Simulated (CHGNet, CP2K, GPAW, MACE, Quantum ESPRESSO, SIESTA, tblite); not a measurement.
# How far do other methods lie from plane waves? Nb(100)/C(110) interface (80 atoms)

Aim: forces of Nb(100)/C(110) interface (80 atoms) at one geometry, from other programs and methods, against plane-wave PBE.

Results are calculated, not measured.

## (1) The structure

The cell holds 80 atoms (20 Nb and 60 C), with edges of 7.13, 7.57 and 24.46 Å. Recipe: bcc Nb(100), 4 repeat layers, 5 surface cells, strained -3.32 and +2.54 %; diamond-structure C(110), 5 layers, 6 cells, -0.00 and -0.00 %; outer planes 2.45 Å apart, 12 Å of vacuum above; not relaxed, displaced by a Gaussian of 0.02 Å. Then every atom was moved at random, 0.02 Å r.m.s. a Cartesian component.

## (2) The reference input

Quantum ESPRESSO 7.5: Kohn-Sham DFT, PBE, SSSP efficiency 1.3.0 pseudopotentials, plane waves. Its input, pw.in:

```
&control
  calculation = 'scf'
  pseudo_dir = './pseudo'
  outdir = './tmp'
  disk_io = 'none'
  tprnfor = .true.
/
&system
  ibrav = 0
  nat = 80
  ntyp = 2
  ecutwfc = 45
  ecutrho = 360
  nosym = .true.
  occupations = 'smearing'
  smearing = 'fd'
  degauss = 0.003675
/
&electrons
  conv_thr = 4.0e-07
  electron_maxstep = 100
  mixing_beta = 0.2
  mixing_mode = 'local-TF'
  diagonalization = 'david'
/
ATOMIC_SPECIES
Nb 92.906 Nb.upf
C 12.011 C.upf
CELL_PARAMETERS angstrom
7.13400 0.00000 0.00000
0.00000 7.56670 0.00000
0.00000 0.00000 24.45984
ATOMIC_POSITIONS crystal
Nb 0.59519 0.79450 0.24563
Nb 0.90035 0.69875 0.31384
Nb 0.59631 0.79944 0.37907
Nb 0.49538 0.49888 0.44656
[... 74 atom lines left out ...]
C 0.37529 0.91300 0.75234
C 0.00572 0.74088 0.75417
K_POINTS gamma
```

```console
$ OMP_NUM_THREADS=1 mpirun -np 4 pw.x -in pw.in > output.txt
```

The job ended after 4.8 min (4 MPI ranks of Arm Neoverse V1, shared host; peak memory 2.7 GiB; 19 min of CPU time).

It converged with an r.m.s. force component of 1.8 eV/Å.

## (3) What was run beside it

- CHGNet: machine-learned potential, published weights.
- CP2K 2026.2: Gaussian basis with GTH pseudopotentials and a plane-wave density; labels give functional, basis (MOLOPT sets; SR short-range, UZH the newer set with its own potentials), grid cutoff/relative cutoff and solver (OT: orbital transformation; TRS4, TC2, SIGN: linear-scaling purification with its sparsity filter), or its built-in tight binding.
- MACE: machine-learned potential, published weights.
- SIESTA 5.4.2: numerical atomic orbitals, whose automatically made sets are far from complete, with PseudoDojo norm-conserving potentials that we converted to its format (checked against plane waves on the same files for H, C, O, Si, Ge and Ca alone); labels give functional, basis size, energy shift and mesh cutoff.
- tblite 0.8.0: extended tight binding, driven from Python.

All use the same cell and atoms, and the electronic-structure runs the same k-mesh.

## (4) All runs compared

Differences are against the reference: forces as r.m.s. over components, share as that over the reference's r.m.s. force, slope as the fitted ratio of a run's forces to the reference's.

```
                                                          run  Δ force, r.m.s. (meV/Å)  share (%)  slope  cores  CPU time  memory (GiB)
                                                    reference                        -          -      -      4    19 min           2.7
                                       CHGNet 0.3.0 potential                      631       34.3  0.919      1       5 s           3.2
                                      CHGNet r2SCAN potential                      695       37.8  0.803      1     4.3 s           3.3
CP2K PBE, DZVP-MOLOPT-SR, 300/50 Ry, diagonalisation (coarse)                     61.9       3.37  1.026      2    20 min           1.8
         CP2K PBE, DZVP-MOLOPT-SR, 600/50 Ry, diagonalisation                     59.9       3.26  1.026      4    27 min           6.2
                                 MACE MP-0b3 medium potential                      466       25.4  0.886      1     8.2 s           1.2
                 SIESTA PBE, DZP, shift 0.005 Ry, mesh 300 Ry                      159       8.65  1.002      2    16 min           1.8
                  SIESTA PBE, DZP, shift 0.01 Ry, mesh 300 Ry                      145       7.89  1.005      2    11 min           1.5
                                              tblite GFN1-xTB                      482       26.2  0.944      1     4.1 s          0.13
```

Rows marked coarse use a setting chosen to be so.

Times of the machine-learned potentials are mostly Python's start and the loading of weights.

CPU time is summed over cores on shared hosts, so it is rough.

## (5) Findings

Forces lie from 3.3 % (CP2K PBE, DZVP-MOLOPT-SR, 600/50 Ry, diagonalisation) to 38 % (CHGNet r2SCAN potential) of the reference's r.m.s. force of 1.8 eV/Å away from it. The PBE runs in local orbitals, coarse settings apart, differ by 3.3 % (CP2K PBE, DZVP-MOLOPT-SR, 600/50 Ry, diagonalisation) to 8.7 % (SIESTA PBE, DZP, shift 0.005 Ry, mesh 300 Ry); basis, grid and potentials can all enter. Tight binding differs by 26 % (tblite GFN1-xTB); it is another model, with fitted parameters of its own, and the xTB methods hold dispersion. Machine-learned potentials differ by 25 % (MACE MP-0b3 medium potential) to 38 % (CHGNet r2SCAN potential); they were trained on other programs' data, some at another functional.

Runs with settings chosen to be coarse differ by 3.4 % (CP2K PBE, DZVP-MOLOPT-SR, 300/50 Ry, diagonalisation), their programs' other errors included. From CP2K PBE, DZVP-MOLOPT-SR, 300/50 Ry, diagonalisation to the finer CP2K PBE, DZVP-MOLOPT-SR, 600/50 Ry, diagonalisation the share goes from 3.37 to 3.26 %, so the grid isn't what parts these runs from the reference.

**Limits.** Periodic xTB results under one method name differ between programs and library versions. Machine-learned potentials mimic data converged in k, so the reference's own k-point error enters their differences. The host structure and its lattice constant were typed by rule, without a check against the phase diagram. The electronic-structure runs sample only Γ, in a cell whose shortest periodic width is 7 Å, which is coarse for a cell with partly filled levels. The slab repeats along its normal with no dipole correction. Spin–orbit coupling is left out. The reference has no spin polarisation, so local moments can't form. Where levels are smeared, the DFT runs use Fermi–Dirac occupations at 580 K (0.05 eV), and energies are free energies. The atoms were displaced at random, and shares hang on the size of the forces that this gives. The reference's cutoffs and mesh weren't converged further here.

[Long decimals in the printed logs are rounded to 6 places.]

[Logs are printed without paths, hosts, clocks, repeated set-up lines and the standing remarks that a program may print on its own settings, such as how far it seeks lower states.]

[Hosts, paths, dates, database ids (printed as entryN), source tags and the programs' standing remarks are cut or masked in the printed files.]

[Only finished runs are shown, without SIESTA runs on faulty potentials for Cu, Fe, Ni or Zn; cells were taken only where this reference lay near another plane-wave run.]
